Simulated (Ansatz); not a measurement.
**The false plateau in GW convergence: KMgF3 (Pm-3m)**

Wanted: the G0W0 gap of KMgF3 (Pm-3m) over a grid of bands and cutoffs.

Main program and level: Ansatz 0.2.0; G0W0 on PBE, plane waves, PAW; PAW set soft_1.

## Step 1: Starting point

It takes space group Pm-3m (No. 221, cubic). The conventional cell has a = 3.986 Å, b = 3.986 Å, c = 3.986 Å, α = 90.00°, β = 90.00°, γ = 90.00°. Nearest to K lie 12 F at 2.82 Å. Mg has 6 F at 1.99 Å nearest. Nearest to F lie 2 Mg at 1.99 Å and 4 K at 2.82 Å. Farther neighbours and most contacts between anions are not listed.

The cell and positions come from the Crystallography Open Database and are kept as given unless a step says otherwise.

## Step 2: 50 empty bands, screening to 50 eV

G0W0 replaces the xc potential by the self-energy, built once from these orbitals. Only a window of levels is corrected, while the sums run over the empty bands that the input names. This step takes PAW set soft_1 files.

Input file input.yaml:

```yaml
crystal:
  lattice:
    - [3.9859, 0.0, 0.0]
    - [0.0, 3.9859, 0.0]
    - [0.0, 0.0, 3.9859]
  atoms:
    - { symbol: K, position: [0.5, 0.5, 0.5] }
    - { symbol: Mg, position: [0.0, 0.0, 0.0] }
    - { symbol: F, position: [0.5, 0.0, 0.0] }
    - { symbol: F, position: [0.0, 0.5, 0.0] }
    - { symbol: F, position: [0.0, 0.0, 0.5] }
kpoints:
  mp_grid: { grid: [4, 4, 4] }
hamiltonian:
  xc: pbe
  pseudopotentials: { kind: paw, azcp: { folder: soft_1 } }
scf:
  occupations: { method: fixed }
gw:
  n_empty_bands: 50
  ecut_chi: 50
  qp_bands: [v2, c2]
  qp_kpoints: band_edges
  screening: { model: contour_deformation }
```

Started as:

```
$ ansatz run input.yaml --threads 3 --pin off --max-ram 92160MiB --backend cuda --events-out ev --progress --plain --runs-dir out --devices 1 --max-vram 13GiB
```

Numbers of over 12 decimals in the logs are rounded to 6 here.

Output:

```text
GPUs: using 1 of 1 available (devices: 1).
Engine: ansatz 0.2.0, x86_64-unknown-linux-gnu
Pseudopotentials: kind: paw
Pseudopotential: K, paw, valence charge 9, recommended cutoff 420 eV (normal), soft_1/K.paw.azcp
Pseudopotential: Mg, paw, valence charge 10, recommended cutoff 420 eV (normal), soft_1/Mg.paw.azcp
Pseudopotential: F, paw, valence charge 7, recommended cutoff 420 eV (normal), soft_1/F.paw.azcp
Functional definition: PBE
  parameter kappa = 0.804
  parameter beta = 0.066725
  exchange = pbe_x(kappa = kappa, mu = beta*pi^2/3)
  correlation = pbe_c(beta = beta)
device memory: the entry about to start is reckoned to put 0.6 GiB on a device that reports 28.2 GiB free (of which the cap on the GPU budget leaves the run 13.0 GiB)
GPU FFT provider: cuFFT
GPU libraries: cuBLAS 13.8.2, cuFFT 12.4.0, cuSOLVER 12.3.4
Crystal: 5 atoms, lattice volume = 63.326 Å³
Basis set: ecut = 420 eV, 1237 PW (Γ)
Bands: 25, of which v1, the nominal top of the filled ones, is band 20 counted from 1 (19 counted from 0)
Symmetry: 48 space group operations
Space group: Pm-3m (ITA 221), of the structure as read, at distance tolerance 4.0e-5 Å
k-points: 10 of 64
Non-local potential: K, projectors of the file, l = 0: 3, l = 1: 2, l = 2: 2
Non-local potential: Mg, projectors of the file, l = 0: 3, l = 1: 2, l = 2: 1
Non-local potential: F, projectors of the file, l = 0: 2, l = 1: 2, l = 2: 1
PAW form: soft (Blöchl's): semilocal exchange-correlation on the pseudo side does not see the compensation charge
PAW one-centre angular grid: K, 110 points (default); XC on 64 Gauss nodes
PAW one-centre angular grid: Mg, 110 points (default); XC on 64 Gauss nodes
PAW one-centre angular grid: F, 110 points (default); XC on 64 Gauss nodes
Initial density: superposition of atomic densities (chi_scale 0.1, normalization cell, long waves kept (reshape's long-wave potential 0.00 eV rms))
Initial wavefunctions: pseudopotential atomic-orbital guess
GPU buffer pool allocated for 19683 grid points (all kernels)
GPU transforms: local potential and band sums: pruned to the plane-wave sphere, on 27×27×27
Functional: x = pbe(κ = 0.804, μ = 0.219515), c = pbe(β = 0.066725)
SCF iter   1: F=—  HF=-5897.934082 eV  |F-HF|=—  |Δ(HF+E_count)|=         —  Δρ=1.38e-1  dr2=9.73e0  ethr=3.10e-3  ⟨swp⟩=4.0  Hψ=1100  notcnv=0  defer=14
preconditioner: auto → Resta (q_TF=auto, 2.527 Å⁻¹)  ε∞=3.6  [insulator: Δε(μ)=4.860 eV  Ē_g=15.867 eV  n_scr=18 (ndim 8)  ℏωp=25.6 eV  f_vac=0.000  ε∞_Penn≈3.6]
SCF iter   2: F=—  HF=-5895.012631 eV  |F-HF|=—  |Δ(HF+E_count)|=    2.92e0  Δρ=4.81e-2  dr2=1.22e0  ethr=3.10e-3  ⟨swp⟩=3.1  Hψ=593  notcnv=0  defer=23
SCF iter   3: F=—  HF=-5894.765576 eV  |F-HF|=—  |Δ(HF+E_count)|=   2.47e-1  Δρ=2.09e-2  dr2=3.30e-1  ethr=3.05e-3  ⟨swp⟩=3.0  Hψ=540  notcnv=0  defer=14
SCF iter   4: F=—  HF=-5894.700291 eV  |F-HF|=—  |Δ(HF+E_count)|=   6.53e-2  Δρ=5.05e-3  dr2=1.35e-2  ethr=8.25e-4  ⟨swp⟩=3.0  Hψ=455  notcnv=0  defer=26
SCF iter   5: F=—  HF=-5894.704122 eV  |F-HF|=—  |Δ(HF+E_count)|=   3.83e-3  Δρ=1.12e-3  dr2=4.33e-4  ethr=3.38e-5  ⟨swp⟩=2.0  Hψ=454  notcnv=0  defer=27
SCF iter   6: F=—  HF=-5894.704372 eV  |F-HF|=—  |Δ(HF+E_count)|=   2.50e-4  Δρ=2.62e-4  dr2=3.03e-5  ethr=1.08e-6  ⟨swp⟩=2.0  Hψ=464  notcnv=0  defer=27
SCF iter   7: F=—  HF=-5894.704413 eV  |F-HF|=—  |Δ(HF+E_count)|=   4.12e-5  Δρ=3.60e-5  dr2=4.26e-7  ethr=7.57e-8  ⟨swp⟩=2.0  Hψ=465  notcnv=0  defer=24
SCF iter   8: F=-5894.704414 eV  HF=-5894.704414 eV  |F-HF|=2.02e-8  |Δ(HF+E_count)|=   8.34e-7  Δρ=4.99e-6  dr2=1.54e-8  ethr=2.50e-10  ⟨swp⟩=9.2  Hψ=1117  notcnv=0
SCF 1 converged in 8 iterations: F = -5894.704414 eV  dr2 = 1.54e-8
[...]
device memory: the entry about to start is reckoned to put 0.7 GiB on a device that reports 27.9 GiB free (of which the cap on the GPU budget leaves the run 13.0 GiB)
NSCF: frozen V_eff on 10 k-points, pencils in batches of 32, up to order 100
[...]
device memory: the entry about to start is reckoned to put 1.4 GiB on a device that reports 27.9 GiB free (of which the cap on the GPU budget leaves the run 13.0 GiB)
NSCF: frozen V_eff on 10 k-points
G₀W₀ screening: q 1/10
[... further progress lines ...]
SCF converged after 8 iterations
Free energy (F): -5894.704414 eV
Harris-Foulkes:  -5894.704414 eV  (|F-HF|=2.02e-8)
Internal energy: -5894.704414 eV  (E = F + TS)
E sigma→0 (E₀):  -5894.704414 eV
Fermi energy:    2.822569 eV
--- Per-component energies (eV) ---
  E_band       = -501.006003
  E_kinetic    = 925.286130
  E_local      = -3841.534555  (includes V_loc(G=0)·N_el)
  E_nonlocal   = 468.976609
  E_hartree    = 1369.488562
  E_xc         = -396.727617
  E_vxc        = -500.781031  (∫ρ·V_xc dr)
  E_paw        = -1698.557859  (= ΣΔE_a)
  E_vpaw       = -291.933820  (= ΣTr[D̂ρ^β])
  E_aug_tail   = 0.001871  (compensation charges beyond the density's cutoff)
  E_ewald      = -2721.637555
  E_smearing   = -0.000000  (= −TS)
  E_closure    = 0.000000  (closes the sum)
  Σ components = -5894.704414   (vs F -5894.704414, Δ=0.00e0)
--- Band table (eV; the first three rows and the last of 10) ---
  k-point 0: bands = [... 16 lower, 2.1982, 2.5020, 2.5020, 2.5020, 10.1564, 12.9138, 12.9138, 15.0379, ... 1 higher]
  k-point 1: bands = [... 16 lower, 2.0846, 2.0846, 2.3972, 2.3972, 11.1709, 13.4064, 13.4736, 15.2940, ... 1 higher]
  k-point 2: bands = [... 16 lower, 1.9636, 1.9636, 2.2949, 2.2949, 12.9551, 13.2981, 13.9407, 15.6006, ... 1 higher]
  k-point 9: bands = [... 16 lower, 1.7167, 2.8226, 2.8226, 2.8226, 13.2845, 13.2845, 13.2845, 16.7871, ... 1 higher]
--- G₀W₀: contour deformation, 5 samples at zero and on the imaginary axis and 2 off it, 64 q-points, 50 empty bands' worth ---
  eigenvalues of the whole cell's RPA ε∞ on this k-mesh (on a slab, of 1 + 4πα/V) = 2.0065, 2.0065, 2.0065; static W/v taken at q = 0 is 0.498377
  bands read: the sum over 70 bands ends inside a degenerate multiplet in 3 slots, whose members it reads at an even weight; the widest, k=0: bands 70 to 72 (counted from 1) at 1/3 each
  gw.qp_kpoints: band_edges: 10 of 10 stored k-points solved, in 1 pass; an edge of the gap read off the rows below is read off those points alone
    ik  band        ε_KS         Σx   Σc(E_QP)       V_xc       Z   E_QP_lin       E_QP  E_QP is
     0    19      2.5020   -31.8158     5.1771   -24.0067  0.8256    -0.1925    -0.1300  root
     0    20      2.5020   -31.8158     5.1771   -24.0067  0.8256    -0.1925    -0.1300  root
     0    21     10.1564    -7.2035    -3.1320   -11.8817  0.8945    11.7129    11.7027  root
     0    22     12.9138    -5.0359    -3.1446   -10.4619  0.8935    15.2211    15.1952  root
     1    19      2.3972   -31.6275     5.1910   -23.7754  0.8248    -0.3288    -0.2639  root
     1    20      2.3972   -31.6275     5.1910   -23.7754  0.8248    -0.3288    -0.2639  root
     1    21     11.1709    -8.1451    -3.0638   -12.9044  0.8900    12.8792    12.8664  root
     1    22     13.4064    -5.8786    -3.1346   -11.4573  0.8899    15.8819    15.8506  root
     2    19      2.2949   -31.4257     5.2132   -23.5205  0.8239    -0.4647    -0.3971  root
     2    20      2.2949   -31.4257     5.2132   -23.5205  0.8239    -0.4647    -0.3971  root
     2    21     12.9551    -8.0282    -3.0630   -13.0927  0.8846    14.9768    14.9565  root
     2    22     13.2981    -8.6782    -3.2239   -13.9692  0.8843    15.3879    15.3653  root
     3    19      2.2419   -31.3224     5.1929   -23.4350  0.8241    -0.5205    -0.4527  root
     3    20      2.5104   -31.6641     5.2263   -23.7603  0.8242    -0.2334    -0.1672  root
[...]
8    22     13.9547    -6.8182    -3.2588   -12.5919  0.8875    16.5040    16.4697  root
     9    19      2.8226   -32.0704     5.2603   -24.1569  0.8244     0.1054     0.1693  root
     9    20      2.8226   -32.0704     5.2603   -24.1569  0.8244     0.1054     0.1693  root
     9    21     13.2845    -6.2326    -3.2409   -11.9028  0.8908    15.7440    15.7138  root
     9    22     13.2845    -6.2326    -3.2409   -11.9028  0.8908    15.7440    15.7138  root
```

It took 11 s on 1 × NVIDIA H100 80GB HBM3 (shared by 6 runs) with 3 threads of AMD EPYC 7R13 (Zen 3), shared host; peak memory 0.98 GiB.

This step gave:

| Item | Value |
| --- | --- |
| bands summed | 70 |
| RPA ε∞ on this mesh (eigenvalues) | 2.007, 2.007, 2.007 |
| plane waves in the screening matrix | 57 |
| q-points in the mesh | 64 |
| G0W0 gap on the mesh | 11.53 eV |
| k of the valence top | -0.5, -0.5, -0.5 |
| k of the conduction bottom | 0, 0, 0 |
| starting gap on the mesh | 7.334 eV |
| Z at the valence top | 0.8244 |
| Z at the conduction bottom | 0.8945 |
| least direct G0W0 gap on the computed points | 11.83 eV |

The gap on the mesh goes from 7.33 eV to 11.53 eV, a correction of +4.20 eV. Between the two edge states, bare exchange in place of the xc potential would open the gap by 12.59 eV, and correlation takes back 8.39 eV.

## Step 3: 264 empty bands, screening to 50 eV

input.yaml, as its differences from that of step 2:

```diff
@@ -19,3 +19,3 @@
 gw:
-  n_empty_bands: 50
+  n_empty_bands: 264
   ecut_chi: 50
```

Output:

```text
GPUs: using 1 of 1 available (devices: 1).
[...]
GPU FFT provider: cuFFT
GPU libraries: cuBLAS 13.8.2, cuFFT 12.4.0, cuSOLVER 12.3.4
Crystal: 5 atoms, lattice volume = 63.326 Å³
Basis set: ecut = 420 eV, 1237 PW (Γ)
Bands: 25, of which v1, the nominal top of the filled ones, is band 20 counted from 1 (19 counted from 0)
Symmetry: 48 space group operations
[...]
k-points: 10 of 64
[...]
1    22     13.4064    -5.8786    -3.5120   -11.4573  0.8883    15.4946    15.4732  root
[...]
9    19      2.8226   -32.0704     5.1119   -24.1569  0.8251    -0.0503     0.0209  root
     9    20      2.8226   -32.0704     5.1119   -24.1569  0.8251    -0.0503     0.0209  root
     9    21     13.2845    -6.2326    -3.6569   -11.9028  0.8891    15.3177    15.2978  root
     9    22     13.2845    -6.2326    -3.6569   -11.9028  0.8891    15.3177    15.2978  root
[key lines of the parts left out:]
SCF converged after 8 iterations
Free energy (F): -5894.704414 eV
Fermi energy:    2.822569 eV
```

Wall time 19 s (1 × NVIDIA H100 80GB HBM3 (shared by 6 runs) with 3 threads); peak memory 1.1 GiB; 23 s of CPU time.

This step gave:

| Quantity | Value |
| --- | --- |
| bands summed | 284 |
| RPA ε∞ on this mesh (eigenvalues) | 2.023, 2.023, 2.023 |
| plane waves in the screening matrix | 57 |
| G0W0 gap on the mesh | 11.32 eV |
| k of the valence top | -0.5, -0.5, -0.5 |
| k of the conduction bottom | 0, 0, 0 |
| starting gap on the mesh | 7.334 eV |
| least direct G0W0 gap on the computed points | 11.62 eV |

Against the run with 4×4×4 mesh, 50 empty bands, screening to 50 eV, PAW set soft_1 files, the gap moves by −0.21 eV.

## Step 4: 143 empty bands, screening to 100 eV

Bands and screening cutoff are moved together, since each hides the error of the other.

input.yaml, as its differences from that of step 3:

```diff
@@ -19,4 +19,4 @@
 gw:
-  n_empty_bands: 264
-  ecut_chi: 50
+  n_empty_bands: 143
+  ecut_chi: 100
   qp_bands: [v2, c2]
```

Output:

```text
GPUs: using 1 of 1 available (devices: 1).
[...]
GPU FFT provider: cuFFT
GPU libraries: cuBLAS 13.8.2, cuFFT 12.4.0, cuSOLVER 12.3.4
Crystal: 5 atoms, lattice volume = 63.326 Å³
Basis set: ecut = 420 eV, 1237 PW (Γ)
Bands: 25, of which v1, the nominal top of the filled ones, is band 20 counted from 1 (19 counted from 0)
Symmetry: 48 space group operations
[...]
k-points: 10 of 64
[...]
1    22     13.4064    -5.8786    -3.4062   -11.4573  0.8867    15.6024    15.5790  root
[...]
9    19      2.8226   -32.0704     5.4937   -24.1569  0.8133     0.3523     0.4027  root
     9    20      2.8226   -32.0704     5.4937   -24.1569  0.8133     0.3523     0.4027  root
     9    21     13.2845    -6.2326    -3.5404   -11.9028  0.8876    15.4364    15.4144  root
     9    22     13.2845    -6.2326    -3.5404   -11.9028  0.8876    15.4364    15.4144  root
[key lines of the parts left out:]
SCF converged after 8 iterations
Free energy (F): -5894.704414 eV
Fermi energy:    2.822569 eV
```

Wall time 11 s (1 × NVIDIA H100 80GB HBM3 (shared by 6 runs) with 3 threads); peak memory 1 GiB; 11 s of CPU time.

The G0W0 gap on the mesh is 11.142 eV.

## Step 5: 747 empty bands, screening to 100 eV

input.yaml, as its differences from that of step 4:

```diff
@@ -19,3 +19,3 @@
 gw:
-  n_empty_bands: 143
+  n_empty_bands: 747
   ecut_chi: 100
```

Output:

```text
GPUs: using 1 of 1 available (devices: 1).
[...]
GPU FFT provider: cuFFT
GPU libraries: cuBLAS 13.8.2, cuFFT 12.4.0, cuSOLVER 12.3.4
Crystal: 5 atoms, lattice volume = 63.326 Å³
Basis set: ecut = 420 eV, 1237 PW (Γ)
Bands: 25, of which v1, the nominal top of the filled ones, is band 20 counted from 1 (19 counted from 0)
Symmetry: 48 space group operations
[...]
k-points: 10 of 64
[...]
1    22     13.4064    -5.8786    -3.5527   -11.4573  0.8863    15.4526    15.4324  root
[...]
9    19      2.8226   -32.0704     5.3337   -24.1569  0.8131     0.1844     0.2426  root
     9    20      2.8226   -32.0704     5.3337   -24.1569  0.8131     0.1844     0.2426  root
     9    21     13.2845    -6.2326    -3.6923   -11.9028  0.8872    15.2813    15.2625  root
     9    22     13.2845    -6.2326    -3.6923   -11.9028  0.8872    15.2813    15.2625  root
[key lines of the parts left out:]
SCF converged after 8 iterations
Free energy (F): -5894.704414 eV
Fermi energy:    2.822569 eV
```

It took 23 s on 1 × NVIDIA H100 80GB HBM3 (shared by 6 runs) with 3 threads; peak memory 1.5 GiB; 35 s of CPU time.

The G0W0 gap on the mesh is 11.168 eV.

## Step 6: 50 empty bands, screening to 150 eV

input.yaml, as its differences from that of step 5:

```diff
@@ -19,4 +19,4 @@
 gw:
-  n_empty_bands: 747
-  ecut_chi: 100
+  n_empty_bands: 50
+  ecut_chi: 150
   qp_bands: [v2, c2]
```

Output:

```text
GPUs: using 1 of 1 available (devices: 1).
[...]
GPU FFT provider: cuFFT
GPU libraries: cuBLAS 13.8.2, cuFFT 12.4.0, cuSOLVER 12.3.4
Crystal: 5 atoms, lattice volume = 63.326 Å³
Basis set: ecut = 420 eV, 1237 PW (Γ)
Bands: 25, of which v1, the nominal top of the filled ones, is band 20 counted from 1 (19 counted from 0)
Symmetry: 48 space group operations
[...]
k-points: 10 of 64
[...]
1    22     13.4064    -5.8786    -2.9921   -11.4573  0.8884    16.0271    15.9930  root
[...]
9    19      2.8226   -32.0704     5.8269   -24.1569  0.8092     0.6987     0.7360  root
     9    20      2.8226   -32.0704     5.8269   -24.1569  0.8092     0.6987     0.7360  root
     9    21     13.2845    -6.2326    -3.0759   -11.9028  0.8895    15.9124    15.8789  root
     9    22     13.2845    -6.2326    -3.0759   -11.9028  0.8895    15.9124    15.8789  root
[key lines of the parts left out:]
SCF converged after 8 iterations
Free energy (F): -5894.704414 eV
Fermi energy:    2.822569 eV
```

Elapsed: 9.6 s, on 1 × NVIDIA H100 80GB HBM3 (shared by 6 runs) with 3 threads; peak memory 1.1 GiB.

The G0W0 gap on the mesh is 11.199 eV.

## Step 7: 264 empty bands, screening to 150 eV

input.yaml, as its differences from that of step 6:

```diff
@@ -19,3 +19,3 @@
 gw:
-  n_empty_bands: 50
+  n_empty_bands: 264
   ecut_chi: 150
```

Output:

```text
GPUs: using 1 of 1 available (devices: 1).
[...]
GPU FFT provider: cuFFT
GPU libraries: cuBLAS 13.8.2, cuFFT 12.4.0, cuSOLVER 12.3.4
Crystal: 5 atoms, lattice volume = 63.326 Å³
Basis set: ecut = 420 eV, 1237 PW (Γ)
Bands: 25, of which v1, the nominal top of the filled ones, is band 20 counted from 1 (19 counted from 0)
Symmetry: 48 space group operations
[...]
k-points: 10 of 64
[...]
1    22     13.4064    -5.8786    -3.5034   -11.4573  0.8858    15.5027    15.4818  root
[...]
9    19      2.8226   -32.0704     5.3950   -24.1569  0.8096     0.2493     0.3040  root
     9    20      2.8226   -32.0704     5.3950   -24.1569  0.8096     0.2493     0.3040  root
     9    21     13.2845    -6.2326    -3.6089   -11.9028  0.8868    15.3661    15.3459  root
     9    22     13.2845    -6.2326    -3.6089   -11.9028  0.8868    15.3661    15.3459  root
[key lines of the parts left out:]
SCF converged after 8 iterations
Free energy (F): -5894.704414 eV
Fermi energy:    2.822569 eV
```

Run time: 14 s. Hardware: 1 × NVIDIA H100 80GB HBM3 (shared by 6 runs) with 3 threads; peak memory 1.2 GiB.

The G0W0 gap on the mesh is 11.238 eV.

(Continued in part 2 of 2.)

[Paths, hosts, dates, memory and timing lines, banners, echoed tables and standing remarks are left out of the program output.]

[Logs are printed without paths, hosts, clocks, repeated set-up lines and the standing remarks that a program may print on its own settings, such as how far it seeks lower states.]

[Runs of the session that timed out or met a known fault of the program may be left out.]

[Cells called generated may have been cut or substituted from an entry of the Crystallography Open Database or the Materials Project.]

[Hosts, paths, dates, database ids (printed as entryN), source tags and the programs' standing remarks are cut or masked in the printed files.]
